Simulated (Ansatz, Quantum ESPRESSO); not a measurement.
**ZrPbO3 (Pm-3m): zone-centre phonons**

Which modes does ZrPbO3 (Pm-3m) have at the zone centre?

Method: DFT LDA, scalar-relativistic, plane waves, JTH PAW pseudopotentials, in Quantum ESPRESSO 7.5.

## (1) The starting structure

The structure is cubic, space group Pm-3m (No. 221). The conventional cell has a = 4.209 Å, b = 4.209 Å, c = 4.209 Å, α = 90.00°, β = 90.00°, γ = 90.00°. Zr has 6 O at 2.10 Å nearest. Pb has 12 O at 2.98 Å nearest. O has 2 Zr at 2.10 Å nearest. Farther neighbours and most contacts between anions are not listed.

As a file:

```cif
data_structure
_symmetry_space_group_name_H-M 'P 1'
_symmetry_Int_Tables_number 1
_cell_length_a 4.2089
_cell_length_b 4.2089
_cell_length_c 4.2089
_cell_angle_alpha 90.000
_cell_angle_beta 90.000
_cell_angle_gamma 90.000
_cell_volume 74.56
loop_
_atom_site_label
_atom_site_type_symbol
_atom_site_fract_x
_atom_site_fract_y
_atom_site_fract_z
_atom_site_occupancy
Zr1 Zr 0.00000 0.00000 0.00000 1
Pb2 Pb 0.50000 0.50000 0.50000 1
O3 O 0.50000 0.00000 0.00000 1
O4 O 0.00000 0.00000 0.50000 1
O5 O 0.00000 0.50000 0.00000 1
```

## (2) A probe with smearing

Before anything dear is run, a loose run with smearing shows whether this is a metal and how far the cell is from rest.

probe.in

```
&control
   calculation = 'scf'
   prefix = 'x'
   outdir = './tmp'
   pseudo_dir = './pseudo'
   tprnfor = .true.
   tstress = .true.
   verbosity = 'high'
/
&system
   ibrav = 0
   nat = 5
   ntyp = 3
   ecutwfc = 50.0
   ecutrho = 250.0
   occupations = 'smearing'
   smearing = 'gaussian'
   degauss = 0.01
/
&electrons
   conv_thr = 1.0d-07
   mixing_beta = 0.7
   electron_maxstep = 100
/
ATOMIC_SPECIES
 Zr     91.2240  Zr.upf
 Pb    207.2000  Pb.upf
 O      15.9990  O.upf
CELL_PARAMETERS angstrom
     4.208933000    0.000000000    0.000000000
     0.000000000    4.208933000    0.000000000
     0.000000000    0.000000000    4.208933000
ATOMIC_POSITIONS crystal
 Zr     0.000000000   0.000000000   0.000000000
 Pb     0.500000000   0.500000000   0.500000000
 O      0.500000000   0.000000000   0.000000000
 O      0.000000000   0.000000000   0.500000000
 O      0.000000000   0.500000000   0.000000000
K_POINTS automatic
 4 4 4 0 0 0
```

Started as:

```sh
$ OMP_NUM_THREADS=1 mpirun -n 4 pw.x -nk 4 -in probe.in > probe.out
```

Output:

```text
[banners, grids, parts of the stress and lines that vanish by symmetry left out]
Program PWSCF v.7.5
     file Zr.upf: wavefunction(s)  5S 5P 4D 0D renormalized
     file Pb.upf: wavefunction(s)  0S 6P 0P 5D 0D renormalized
[...]
kinetic-energy cutoff     =      50.0000  Ry
     charge density cutoff     =     250.0000  Ry
     scf convergence threshold =      1.0E-07
[...]
Exchange-correlation= SLA PW NOGX NOGC
                           (   1   4   0   0   0   0   0)
[...]
48 Sym. Ops., with inversion, found
[...]
(     0          1          0      )
                  (     0          0          1      )
[...]
(  0.0000000  1.0000000  0.0000000 )
                  (  0.0000000  0.0000000  1.0000000 )
[...]
(     0         -1          0      )
[...]
( -1.0000000  0.0000000  0.0000000 )
                  (  0.0000000  1.0000000  0.0000000 )
[...]
number of k points=    10  Gaussian smearing, width (Ry)=  0.0100
[...]
End of self-consistent calculation
[...]
the Fermi energy is     9.5961 ev
!    total energy              =   -1270.18019626 Ry
[...]
convergence has been achieved in  10 iterations
[...]
atom    1 type  1   force =     0.00000000    0.00000000    0.00000000
     atom    2 type  2   force =     0.00000000    0.00000000    0.00000000
     atom    3 type  3   force =     0.00000000    0.00000000    0.00000000
     atom    4 type  3   force =     0.00000000    0.00000000    0.00000000
     atom    5 type  3   force =     0.00000000    0.00000000    0.00000000
[...]
Total force =     0.000000     Total SCF correction =     0.000000
[...]
total   stress  (Ry/bohr**3)                   (kbar)     P=     -117.69
[...]
XML data file, charge density, pseudopotentials, collected wavefunctions

   JOB DONE.
```

It took 6.1 s on 4 MPI ranks of Arm Neoverse V2, shared host.

Numbers from this step:

- volume per atom: 14.91 Å³
- pressure: -11.77 GPa
- gap on the k-mesh: 2.152 eV

A gap of 2.2 eV opens on this mesh, so the crystal is taken as an insulator; the start stands at -12 GPa.

## (3) Relaxing the cell and atoms

The harmonic expansion starts where the forces on the atoms vanish, and stress shifts the frequencies, so cell and atoms are relaxed with tight thresholds.

relax.in

```
&control
   calculation = 'vc-relax'
   prefix = 'x'
   outdir = './tmp'
   pseudo_dir = './pseudo'
   tprnfor = .true.
   tstress = .true.
   forc_conv_thr = 2.0d-05
   etot_conv_thr = 1.0d-07
   nstep = 40
/
&system
   ibrav = 0
   nat = 5
   ntyp = 3
   ecutwfc = 50.0
   ecutrho = 250.0
   occupations = 'fixed'
   nbnd = 24
/
&electrons
   conv_thr = 1.0d-11
   mixing_beta = 0.7
   electron_maxstep = 100
/
&ions
/
&cell
   press_conv_thr = 0.2
/
ATOMIC_SPECIES
 Zr     91.2240  Zr.upf
 Pb    207.2000  Pb.upf
 O      15.9990  O.upf
CELL_PARAMETERS angstrom
     4.208933000    0.000000000    0.000000000
     0.000000000    4.208933000    0.000000000
     0.000000000    0.000000000    4.208933000
ATOMIC_POSITIONS crystal
 Zr     0.000000000   0.000000000   0.000000000
 Pb     0.500000000   0.500000000   0.500000000
 O      0.500000000   0.000000000   0.000000000
 O      0.000000000   0.000000000   0.500000000
 O      0.000000000   0.500000000   0.000000000
K_POINTS automatic
 6 6 6 0 0 0
```

Started as:

```sh
$ OMP_NUM_THREADS=1 mpirun -n 4 pw.x -nk 4 -in relax.in > relax.out
```

Output:

```text
[banners, grids, parts of the stress and lines that vanish by symmetry left out]
[banner, memory and clock lines left out]
Program PWSCF v.7.5

[...]
kinetic-energy cutoff     =      50.0000  Ry
     charge density cutoff     =     250.0000  Ry
     scf convergence threshold =      1.0E-11
[...]
energy convergence thresh.=      1.0E-07
     force convergence thresh. =      2.0E-05
     press convergence thresh. =      2.0E-01
     Exchange-correlation= SLA PW NOGX NOGC
                           (   1   4   0   0   0   0   0)
[...]
48 Sym. Ops., with inversion, found
[...]
number of k points=    20
[...]
End of self-consistent calculation
[...]
highest occupied, lowest unoccupied level (ev):     8.4571   10.6143
!    total energy              =   -1270.18120050 Ry
[...]
convergence has been achieved in  17 iterations
[...]
atom    1 type  1   force =     0.00000000    0.00000000    0.00000000
     atom    2 type  2   force =     0.00000000    0.00000000    0.00000000
     atom    3 type  3   force =     0.00000000    0.00000000    0.00000000
     atom    4 type  3   force =     0.00000000    0.00000000    0.00000000
     atom    5 type  3   force =     0.00000000    0.00000000    0.00000000
     Total force =     0.000000     Total SCF correction =     0.000000
[...]
total   stress  (Ry/bohr**3)                   (kbar)     P=     -118.19
[...]
number of bfgs steps    =   0
[...]
CELL_PARAMETERS (angstrom)
[...]
ATOMIC_POSITIONS (crystal)
Zr               0.0000000000        0.0000000000        0.0000000000
Pb               0.5000000000        0.5000000000        0.5000000000
O                0.5000000000        0.0000000000        0.0000000000
O                0.0000000000        0.0000000000        0.5000000000
[...]
New effective cutoffs (rho, wfc):  259.96   52.06
[...]
End of self-consistent calculation
[...]
highest occupied, lowest unoccupied level (ev):     9.2724   11.6098
!    total energy              =   -1270.19652924 Ry
[...]
convergence has been achieved in  17 iterations
[...]
atom    1 type  1   force =     0.00000000    0.00000000    0.00000000
     atom    2 type  2   force =     0.00000000    0.00000000    0.00000000
     atom    3 type  3   force =     0.00000000    0.00000000    0.00000000
     atom    4 type  3   force =     0.00000000    0.00000000    0.00000000
     atom    5 type  3   force =     0.00000000    0.00000000    0.00000000
     Total force =     0.000000     Total SCF correction =     0.000000
[...]
total   stress  (Ry/bohr**3)                   (kbar)     P=      -28.33
[...]
number of bfgs steps    =   1
[...]
CELL_PARAMETERS (angstrom)
[...]
ATOMIC_POSITIONS (crystal)
[...]
New effective cutoffs (rho, wfc):  263.17   52.71
[...]
End of self-consistent calculation
[...]
highest occupied, lowest unoccupied level (ev):     9.5642   11.9232
!    total energy              =   -1270.19725093 Ry
[...]
convergence has been achieved in  14 iterations
[...]
atom    1 type  1   force =     0.00000000    0.00000000    0.00000000
     atom    2 type  2   force =     0.00000000    0.00000000    0.00000000
     atom    3 type  3   force =     0.00000000    0.00000000    0.00000000
     atom    4 type  3   force =     0.00000000    0.00000000    0.00000000
[...]
Total force =     0.000000     Total SCF correction =     0.000000
[...]
total   stress  (Ry/bohr**3)                   (kbar)     P=        4.34
[...]
number of bfgs steps    =   2
[...]
CELL_PARAMETERS (angstrom)
[...]
ATOMIC_POSITIONS (crystal)
[...]
New effective cutoffs (rho, wfc):  262.75   52.62
[...]
End of self-consistent calculation
[...]
highest occupied, lowest unoccupied level (ev):     9.5233   11.8816
!    total energy              =   -1270.19726707 Ry
[...]
convergence has been achieved in  22 iterations
[...]
Total force =     0.000000     Total SCF correction =     0.000000
[...]
total   stress  (Ry/bohr**3)                   (kbar)     P=       -0.12
[...]
number of bfgs steps    =   3
[...]
small trust_radius: resetting bfgs history
[...]
CELL_PARAMETERS (angstrom)
[...]
ATOMIC_POSITIONS (crystal)
[...]
New effective cutoffs (rho, wfc):  262.76   52.62
[...]
End of self-consistent calculation
[...]
highest occupied, lowest unoccupied level (ev):     9.5244   11.8827
!    total energy              =   -1270.19726708 Ry
[...]
convergence has been achieved in  10 iterations
[...]
atom    3 type  3   force =     0.00000000    0.00000000    0.00000000
     atom    4 type  3   force =     0.00000000    0.00000000    0.00000000
     atom    5 type  3   force =     0.00000000    0.00000000    0.00000000
     Total force =     0.000000     Total SCF correction =     0.000000
[...]
total   stress  (Ry/bohr**3)                   (kbar)     P=       -0.01
[...]
bfgs converged in   5 scf cycles and   4 bfgs steps
[...]
End of BFGS Geometry Optimization
     Final enthalpy           =   -1270.1972670811 Ry
     File ./tmp/x.bfgs deleted, as requested
[...]
CELL_PARAMETERS (angstrom)
[...]
ATOMIC_POSITIONS (crystal)
[...]
O                0.0000000000        0.0000000000        0.5000000000
O                0.0000000000        0.5000000000        0.0000000000
[...]
Final scf calculation at the relaxed structure.
[...]
kinetic-energy cutoff     =      50.0000  Ry
     charge density cutoff     =     250.0000  Ry
     scf convergence threshold =      1.0E-13
[...]
press convergence thresh. =      2.0E-01
     Exchange-correlation= SLA PW NOGX NOGC
                           (   1   4   0   0   0   0   0)
[...]
48 Sym. Ops., with inversion, found
[...]
number of k points=    20
[...]
c_bands:  1 eigenvalues not converged
[...]
End of self-consistent calculation
[...]
highest occupied, lowest unoccupied level (ev):     9.5246   11.8827
!    total energy              =   -1270.19576884 Ry
[...]
convergence has been achieved in  23 iterations
[...]
atom    1 type  1   force =     0.00000000    0.00000000    0.00000000
     atom    2 type  2   force =     0.00000000    0.00000000    0.00000000
     atom    3 type  3   force =     0.00000000    0.00000000    0.00000000
     atom    4 type  3   force =     0.00000000    0.00000000    0.00000000
     atom    5 type  3   force =     0.00000000    0.00000000    0.00000000
     Total force =     0.000000     Total SCF correction =     0.000000
[...]
total   stress  (Ry/bohr**3)                   (kbar)     P=        1.04
[...]
XML data file, charge density, pseudopotentials, collected wavefunctions
```

Run time: 65 s. Hardware: 4 MPI ranks; 4.3 min of CPU time.

Relaxation path:

```csv
step,energy less that of the first step (eV),largest force (eV/Å),pressure (GPa),volume (Å³)
1,0.0000,0.0000,-11.82,74.56
2,-0.2086,0.0000,-2.83,70.16
3,-0.2184,0.0000,0.43,68.88
4,-0.2186,0.0000,-0.01,69.04
5,-0.2186,0.0000,0.00,69.04
6,-0.1982,0.0000,0.10,69.04
```

```csv
"conventional cell, symmetrised",before,after,change
a (Å),4.209,4.102,-2.5 %
b (Å),4.209,4.102,-2.5 %
c (Å),4.209,4.102,-2.5 %
volume (Å³/atom),14.91,13.81,-7.4 %
```

The relaxed structure:

```
CELL_PARAMETERS angstrom
4.10235 0.00000 0.00000
0.00000 4.10235 0.00000
0.00000 0.00000 4.10235
ATOMIC_POSITIONS crystal
Zr 0.00000 0.00000 0.00000
Pb 0.50000 0.50000 0.50000
O 0.50000 0.00000 0.00000
O 0.00000 0.00000 0.50000
O 0.00000 0.50000 0.00000
```

The last row of the table of steps is pw.x's closing run on a basis chosen anew for the final cell, so its energy can jump.

Read from the output:

```yaml
volume_per_atom: 13.81 Å³
pressure: 0.1040 GPa
gap_on_the_k_mesh: 2.358 eV
```

The volume changes by -7.4 % from the cell with which this run began.

## (4) Relaxing the cell and atoms

A variable-cell run keeps the plane waves of its start, so its end shows a stress on a fresh basis; a second run from that cell removes it.

Changes to relax.in since step 3:

```diff
@@ -35,5 +35,5 @@
 CELL_PARAMETERS angstrom
-     4.208933000    0.000000000    0.000000000
-     0.000000000    4.208933000    0.000000000
-     0.000000000    0.000000000    4.208933000
+     4.102351105    0.000000000    0.000000000
+     0.000000000    4.102351105    0.000000000
+     0.000000000    0.000000000    4.102351105
 ATOMIC_POSITIONS crystal
```

Output:

```text
[banners, grids, parts of the stress and lines that vanish by symmetry left out]
[banner, memory and clock lines left out]
Program PWSCF v.7.5

[...]
kinetic-energy cutoff     =      50.0000  Ry
     charge density cutoff     =     250.0000  Ry
     scf convergence threshold =      1.0E-11
[...]
energy convergence thresh.=      1.0E-07
     force convergence thresh. =      2.0E-05
     press convergence thresh. =      2.0E-01
     Exchange-correlation= SLA PW NOGX NOGC
                           (   1   4   0   0   0   0   0)
[...]
48 Sym. Ops., with inversion, found
[...]
number of k points=    20
[...]
End of self-consistent calculation
[...]
highest occupied, lowest unoccupied level (ev):     9.5246   11.8827
!    total energy              =   -1270.19576884 Ry
[...]
convergence has been achieved in  15 iterations
[...]
atom    1 type  1   force =     0.00000000    0.00000000    0.00000000
     atom    2 type  2   force =     0.00000000    0.00000000    0.00000000
     atom    3 type  3   force =     0.00000000    0.00000000    0.00000000
     atom    4 type  3   force =     0.00000000    0.00000000    0.00000000
     atom    5 type  3   force =     0.00000000    0.00000000    0.00000000
     Total force =     0.000000     Total SCF correction =     0.000000
[...]
total   stress  (Ry/bohr**3)                   (kbar)     P=        1.04
[...]
number of bfgs steps    =   0
[...]
CELL_PARAMETERS (angstrom)
[...]
ATOMIC_POSITIONS (crystal)
Zr               0.0000000000        0.0000000000        0.0000000000
Pb               0.5000000000        0.5000000000        0.5000000000
O                0.5000000000        0.0000000000        0.0000000000
O                0.0000000000        0.0000000000        0.5000000000
[...]
New effective cutoffs (rho, wfc):  248.88   49.98
[...]
End of self-consistent calculation
[...]
highest occupied, lowest unoccupied level (ev):     9.5157   11.8736
!    total energy              =   -1270.19576979 Ry
[...]
convergence has been achieved in  10 iterations
[...]
atom    1 type  1   force =     0.00000000    0.00000000    0.00000000
     atom    2 type  2   force =     0.00000000    0.00000000    0.00000000
     atom    3 type  3   force =     0.00000000    0.00000000    0.00000000
     atom    4 type  3   force =     0.00000000    0.00000000    0.00000000
     atom    5 type  3   force =     0.00000000    0.00000000    0.00000000
     Total force =     0.000000     Total SCF correction =     0.000000
[...]
total   stress  (Ry/bohr**3)                   (kbar)     P=        0.08
[...]
number of bfgs steps    =   1
[...]
small trust_radius: resetting bfgs history
[...]
CELL_PARAMETERS (angstrom)
[...]
ATOMIC_POSITIONS (crystal)
[...]
New effective cutoffs (rho, wfc):  248.87   49.98
[...]
End of self-consistent calculation
[...]
highest occupied, lowest unoccupied level (ev):     9.5150   11.8729
!    total energy              =   -1270.19576979 Ry
[...]
convergence has been achieved in   9 iterations
[...]
atom    1 type  1   force =     0.00000000    0.00000000    0.00000000
     atom    2 type  2   force =     0.00000000    0.00000000    0.00000000
     atom    3 type  3   force =     0.00000000    0.00000000    0.00000000
     atom    4 type  3   force =     0.00000000    0.00000000    0.00000000
     atom    5 type  3   force =     0.00000000    0.00000000    0.00000000
     Total force =     0.000000     Total SCF correction =     0.000000
[...]
total   stress  (Ry/bohr**3)                   (kbar)     P=       -0.00
[...]
bfgs converged in   3 scf cycles and   2 bfgs steps
[...]
End of BFGS Geometry Optimization
     Final enthalpy           =   -1270.1957697909 Ry
     File ./tmp/x.bfgs deleted, as requested
[...]
CELL_PARAMETERS (angstrom)
[...]
ATOMIC_POSITIONS (crystal)
[...]
O                0.0000000000        0.0000000000        0.5000000000
O                0.0000000000        0.5000000000        0.0000000000
[...]
Final scf calculation at the relaxed structure.
[...]
kinetic-energy cutoff     =      50.0000  Ry
     charge density cutoff     =     250.0000  Ry
     scf convergence threshold =      1.0E-13
[...]
press convergence thresh. =      2.0E-01
     Exchange-correlation= SLA PW NOGX NOGC
                           (   1   4   0   0   0   0   0)
[...]
48 Sym. Ops., with inversion, found
[...]
number of k points=    20
[...]
End of self-consistent calculation
[...]
highest occupied, lowest unoccupied level (ev):     9.5150   11.8729
!    total energy              =   -1270.19579033 Ry
[...]
convergence has been achieved in  20 iterations
[...]
atom    1 type  1   force =     0.00000000    0.00000000    0.00000000
     atom    2 type  2   force =     0.00000000    0.00000000    0.00000000
     atom    3 type  3   force =     0.00000000    0.00000000    0.00000000
     atom    4 type  3   force =     0.00000000    0.00000000    0.00000000
     atom    5 type  3   force =     0.00000000    0.00000000    0.00000000
     Total force =     0.000000     Total SCF correction =     0.000000
[...]
total   stress  (Ry/bohr**3)                   (kbar)     P=       -0.02
[...]
XML data file, charge density, pseudopotentials, collected wavefunctions
```

Wall time 36 s (4 MPI ranks).

Little changed from the start: no atom moved by 0.005 Å and no cell edge by 0.1 %.

The last row of the table of steps is pw.x's closing run on a basis chosen anew for the final cell, so its energy can jump.

Numbers from this step:

| Property | Result |
| --- | --- |
| volume per atom | 13.82 Å³ |
| pressure | -0.002 GPa |

## (5) Ground state

The response is built on this ground state, so it is converged far tighter than an energy would need. With a gap, occupations are fixed, which also allows the response to an electric field.

scf.in

```
&control
   calculation = 'scf'
   prefix = 'x'
   outdir = './tmp'
   pseudo_dir = './pseudo'
   tprnfor = .true.
   tstress = .true.
/
&system
   ibrav = 0
   nat = 5
   ntyp = 3
   ecutwfc = 50.0
   ecutrho = 250.0
   occupations = 'fixed'
   nbnd = 24
/
&electrons
   conv_thr = 1.0d-12
   mixing_beta = 0.7
   electron_maxstep = 100
/
ATOMIC_SPECIES
 Zr     91.2240  Zr.upf
 Pb    207.2000  Pb.upf
 O      15.9990  O.upf
CELL_PARAMETERS angstrom
     4.103133728    0.000000000    0.000000000
     0.000000000    4.103133728    0.000000000
     0.000000000    0.000000000    4.103133728
ATOMIC_POSITIONS crystal
 Zr     0.000000000   0.000000000   0.000000000
 Pb     0.500000000   0.500000000   0.500000000
 O      0.500000000   0.000000000   0.000000000
 O      0.000000000   0.000000000   0.500000000
 O      0.000000000   0.500000000   0.000000000
K_POINTS automatic
 6 6 6 0 0 0
```

Started as:

```sh
$ OMP_NUM_THREADS=1 mpirun -n 4 pw.x -nk 4 -in scf.in > scf.out
```

Output:

```text
[banners, grids, parts of the stress and lines that vanish by symmetry left out]
[banner, memory and clock lines left out]
Program PWSCF v.7.5

[...]
kinetic-energy cutoff     =      50.0000  Ry
     charge density cutoff     =     250.0000  Ry
     scf convergence threshold =      1.0E-12
[...]
Exchange-correlation= SLA PW NOGX NOGC
                           (   1   4   0   0   0   0   0)
[...]
48 Sym. Ops., with inversion, found
[...]
number of k points=    20
[...]
End of self-consistent calculation
[...]
highest occupied, lowest unoccupied level (ev):     9.5150   11.8729
!    total energy              =   -1270.19579033 Ry
[...]
convergence has been achieved in  17 iterations
[...]
atom    1 type  1   force =     0.00000000    0.00000000    0.00000000
     atom    2 type  2   force =     0.00000000    0.00000000    0.00000000
     atom    3 type  3   force =     0.00000000    0.00000000    0.00000000
     atom    4 type  3   force =     0.00000000    0.00000000    0.00000000
     atom    5 type  3   force =     0.00000000    0.00000000    0.00000000
     Total force =     0.000000     Total SCF correction =     0.000000
[...]
total   stress  (Ry/bohr**3)                   (kbar)     P=       -0.02
[...]
XML data file, charge density, pseudopotentials, collected wavefunctions
```

Run time: 13 s. Hardware: 4 MPI ranks.

The cell stands at -0.002 GPa, close enough for phonons.

(Part 1 of 3 ends here.)

[Host names and launcher messages were left out of these logs when they were recorded.]

[Logs are printed without paths, hosts, clocks, repeated set-up lines and the standing remarks that a program may print on its own settings, such as how far it seeks lower states.]

[Hosts, paths, dates, database ids (printed as entryN), source tags and the programs' standing remarks are cut or masked in the printed files.]
